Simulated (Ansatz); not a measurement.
# The perfect Ta wire of staggered 4-rings, part 4 of 4

What gap, if any, does the Ta wire of staggered 4-rings have, and how does it change with the functional and under strain?

Ansatz 0.2.0; DFT PBE, plane waves, PAW; relaxation of a wire's period (the session's first sound run).

So far. Step 7 (With spin-orbit coupling): Bands cross the Fermi level, as under PBE at the relaxed period, with no moment. Step 8 (Strain along the wire, period over the relaxed period …): Bands cross the Fermi level, as under PBE at the relaxed period, with no moment.

## (9) At a strained period, period over the relaxed period 1.06

Level of this step: DFT PBE, plane waves, PAW; relaxation at a fixed period (Ansatz).

The period is set to 1.06 times the relaxed one and the atoms relax within it: strain changes bond lengths and angles, which shifts the bands against each other. Against the first PBE run of this kind, the mesh along the wire has 12 points against 17.

The cell differs from the one that the last finished run ended in (c 5.039 → 5.186 Å).

File input.yaml:

```yaml
crystal:
  lattice:
    - [10.785, 0.0, 0.0]
    - [0.0, 10.785, 0.0]
    - [0.0, 0.0, 5.1855841845]
  atoms:
    - { symbol: Ta, position: [0.327396983, 0.499992115, 0.0], spin: 1.6 }
    - { symbol: Ta, position: [0.499992115, 0.672587247, 0.0], spin: 1.6 }
    - { symbol: Ta, position: [0.499992115, 0.327396983, 0.0], spin: 1.6 }
    - { symbol: Ta, position: [0.672587247, 0.499992115, 0.0], spin: 1.6 }
    - { symbol: Ta, position: [0.37783824, 0.62214599, 0.5], spin: 1.6 }
    - { symbol: Ta, position: [0.37783824, 0.37783824, 0.5], spin: 1.6 }
    - { symbol: Ta, position: [0.62214599, 0.62214599, 0.5], spin: 1.6 }
    - { symbol: Ta, position: [0.62214599, 0.37783824, 0.5], spin: 1.6 }
magnetization:
  spin_polarized: true
kpoints:
  mp_grid: { grid: [1, 1, 12] }
  band_path: { path: ["Γ", Z], npoints: 50 }
scf:
  occupations: { method: fermi_dirac, width: 0.05 }
hamiltonian:
  xc: pbe
relax:
  max_steps: 40
  f_tol: 0.02
output:
  stress: true
```

The run is started by

```sh
$ ansatz run input.yaml --threads 8 --pin off --max-ram 16384MiB --backend cpu --events-out ev --progress --plain --runs-dir out
```

Numbers of over 12 decimals in the logs are rounded to 6 here.

Output:

```text
[...]
Crystal: 8 atoms, lattice volume = 603.168 Å³
Basis set: ecut = 420 eV, 11713 PW (Γ), exchange–correlation on 150×150×72 points (8 copies of the dense FFT grid, shifted against one another)
Bands: 71, of which v1, the nominal top of the filled ones, is band 52 counted from 1 (51 counted from 0)
[...]
- { symbol: Ta, position: [0.499992115, 0.670527, 0] }
    - { symbol: Ta, position: [0.499992115, 0.329457, 0] }
    - { symbol: Ta, position: [0.670527, 0.499992115, 0] }
    - { symbol: Ta, position: [0.379298, 0.620686, 0.5] }
    - { symbol: Ta, position: [0.379298, 0.379298, 0.5] }
    - { symbol: Ta, position: [0.620686, 0.620686, 0.5] }
    - { symbol: Ta, position: [0.620686, 0.379298, 0.5] }
[key lines of the parts left out:]
SCF converged after 9 iterations
Magnetization: 0.0002 μB (52.0001 up, 51.9999 down)
Free energy (F): -79440.363975 eV
Fermi energy:    1.882128 eV
P = ⅓ Tr σ = -1.5021 GPa (-15.021 kbar)
```

It took 38 s on 8 threads of Intel Xeon Platinum 8488C (Sapphire Rapids), shared host; peak memory 3 GiB; 4.8 min of CPU time.

Relaxation path:

```
step  energy less that of the first step (eV)  largest force component (eV/Å)
   1                                   0.0000                          0.4813
   2                                   0.2209                          1.3355
   3                                  -0.0425                          0.0798
   4                                  -0.0436                          0.0025
```

Relaxation step 2 was tried and not accepted.

Forces are held to the 16 operations that the run works with; a distortion that breaks them can't arise in this run.

The atoms that moved most (Å):

```
atom      dx      dy     dz  length
 Ta7  -0.016  -0.016  0.000   0.022
 Ta5   0.016  -0.016  0.000   0.022
 Ta8  -0.016   0.016  0.000   0.022
 Ta6   0.016   0.016  0.000   0.022
 Ta3   0.000   0.022  0.000   0.022
 Ta1   0.022   0.000  0.000   0.022
 Ta4  -0.022   0.000  0.000   0.022
 Ta2   0.000  -0.022  0.000   0.022
```

The relaxed structure:

```cif
data_structure
_symmetry_space_group_name_H-M 'P 1'
_symmetry_Int_Tables_number 1
_cell_length_a 10.7850
_cell_length_b 10.7850
_cell_length_c 5.1856
_cell_angle_alpha 90.000
_cell_angle_beta 90.000
_cell_angle_gamma 90.000
_cell_volume 603.17
loop_
_atom_site_label
_atom_site_type_symbol
_atom_site_fract_x
_atom_site_fract_y
_atom_site_fract_z
_atom_site_occupancy
Ta1 Ta 0.32946 0.49999 0.00000 1
Ta2 Ta 0.49999 0.67053 0.00000 1
Ta3 Ta 0.49999 0.32946 0.00000 1
Ta4 Ta 0.67053 0.49999 0.00000 1
Ta5 Ta 0.37930 0.62069 0.50000 1
Ta6 Ta 0.37930 0.37930 0.50000 1
Ta7 Ta 0.62069 0.62069 0.50000 1
Ta8 Ta 0.62069 0.37930 0.50000 1
```

Numbers from this step:

* energy at zero smearing: -79440.3082 eV

Bands cross the Fermi level, as under PBE at the relaxed period, with no moment.

## (10) A repeat with changed settings

This step: DFT LDA, plane waves, PAW; bands of a perfect wire at the PBE geometry; changed: basis.xc_grid = 3, basis.ecutwfc = "14.7 Ry" (Ansatz 0.2.0).

The atoms of the band run (LDA) are kept and the input is varied, to see whether the result depends on it.

File input.yaml:

```yaml
crystal:
  lattice:
    - [10.785, 0.0, 0.0]
    - [0.0, 10.785, 0.0]
    - [0.0, 0.0, 4.8920605514]
  atoms:
    - { symbol: Ta, position: [0.327396983, 0.499992115, 0.0] }
    - { symbol: Ta, position: [0.499992115, 0.672587247, 0.0] }
    - { symbol: Ta, position: [0.499992115, 0.327396983, 0.0] }
    - { symbol: Ta, position: [0.672587247, 0.499992115, 0.0] }
    - { symbol: Ta, position: [0.37783824, 0.62214599, 0.5] }
    - { symbol: Ta, position: [0.37783824, 0.37783824, 0.5] }
    - { symbol: Ta, position: [0.62214599, 0.62214599, 0.5] }
    - { symbol: Ta, position: [0.62214599, 0.37783824, 0.5] }
kpoints:
  mp_grid: { grid: [1, 1, 13] }
  band_path: { path: ["Γ", Z], npoints: 50 }
scf:
  occupations: { method: fermi_dirac, width: 0.05 }
hamiltonian:
  xc: lda
basis:
  xc_grid: 3
  ecutwfc: "14.7 Ry"
```

Output:

```text
Warning: basis.ecutwfc = 200.003689 eV is below the records' recommended 420 eV, and the density's cutoff is lower with it unless basis.ecutrho_ratio is high enough to keep the records' density cutoff: compare with a run at a higher cutoff
[...]
Crystal: 8 atoms, lattice volume = 569.026 Å³
Basis set: ecut = 200.003689 eV, 3675 PW (Γ), exchange–correlation on 150×150×72 points (27 copies of the dense FFT grid, shifted against one another)
Bands: 63, of which v1, the nominal top of the filled ones, is band 52 counted from 1 (51 counted from 0)
Symmetry: 16 space group operations
[...]
k-points: 7 of 13
[...]
SCF iter   1: F=—  HF=-77431.899036 eV  |F-HF|=—  |Δ(HF+E_count)|=         —  Δρ=1.71e-2  dr2=6.73e-1  ethr=1.77e-3  ⟨swp⟩=7.6  Hψ=1660  notcnv=0
[...]
SCF iter   8: F=-77431.593627 eV  HF=-77431.593627 eV  |F-HF|=8.35e-9  |Δ(HF+E_count)|=   2.29e-7  Δρ=1.82e-6  dr2=1.42e-8  ethr=9.62e-11  ⟨swp⟩=8.6  Hψ=1112  notcnv=0
SCF 1 converged in 8 iterations: F = -77431.593627 eV  dr2 = 1.42e-8
[...]
SCF converged after 8 iterations
Free energy (F): -77431.593627 eV
[...]
Internal energy: -77431.510309 eV  (E = F + TS)
E sigma→0 (E₀):  -77431.551968 eV
Entropy (-TS):   -0.083318 eV (-10.415 meV/atom)
Fermi energy:    1.841024 eV
[...]
--- Band table (eV; the first three rows and the last of 7) ---
  k-point 0: bands = [... 48 lower, 1.2432, 1.2432, 1.2638, 1.7938, 1.8369, 1.8369, 2.1786, 2.2937, ... 7 higher]
  k-point 1: bands = [... 48 lower, 1.0979, 1.5317, 1.6015, 1.6925, 2.0123, 2.0123, 2.2354, 2.2646, ... 7 higher]
  k-point 2: bands = [... 48 lower, 1.0166, 1.4484, 1.9558, 2.0418, 2.1788, 2.1788, 2.3498, 2.3498, ... 7 higher]
  k-point 6: bands = [... 48 lower, 0.8754, 1.0365, 1.5783, 1.5783, 1.6545, 1.6545, 2.9471, 3.0123, ... 7 higher]
```

It took 2.6 s on 8 threads; peak memory 0.88 GiB; 18 s of CPU time.

Residual by cycle:

cycle, log10 residual and a bar from the least value:
```
        1       -0.2 ##############################
        2       -1.0 ###########################
        3       -2.2 ######################
        4       -2.7 ####################
        5       -4.0 ###############
        6       -5.3 ##########
        7       -6.6 #####
        8       -7.8
```

The run finished with changed settings (basis.xc_grid = 3 and basis.ecutwfc = "14.7 Ry"); it serves as a test.

## (11) Outcome

```
cell length, PBE           : 4.892 Å
conductance, PBE           : 6.96 G₀
gap, period scaled by 1.03 : none
gap, period scaled by 1.06 : none
```

**Reading.** Under PBE the cell's length is 4.89 Å, no moment survives, and it is a metal with 6 channels a spin next to the Fermi level, 6.96 G₀ at 300 K. A perfect wire passes every open channel, so the conductance counts half a G₀ for each forward-moving state at the Fermi level, spin by spin; the value here is no such multiple, since a band edge lies within the thermal window. Transport is coherent and elastic here: the atoms are frozen, so scattering by vibrations plays no part. In the perfect wire the moments were started parallel, and no opposed start was run.

[Logs are printed without paths, hosts, clocks, repeated set-up lines and the standing remarks that a program may print on its own settings, such as how far it seeks lower states.]

[Hosts, paths, dates, database ids (printed as entryN), source tags and the programs' standing remarks are cut or masked in the printed files.]
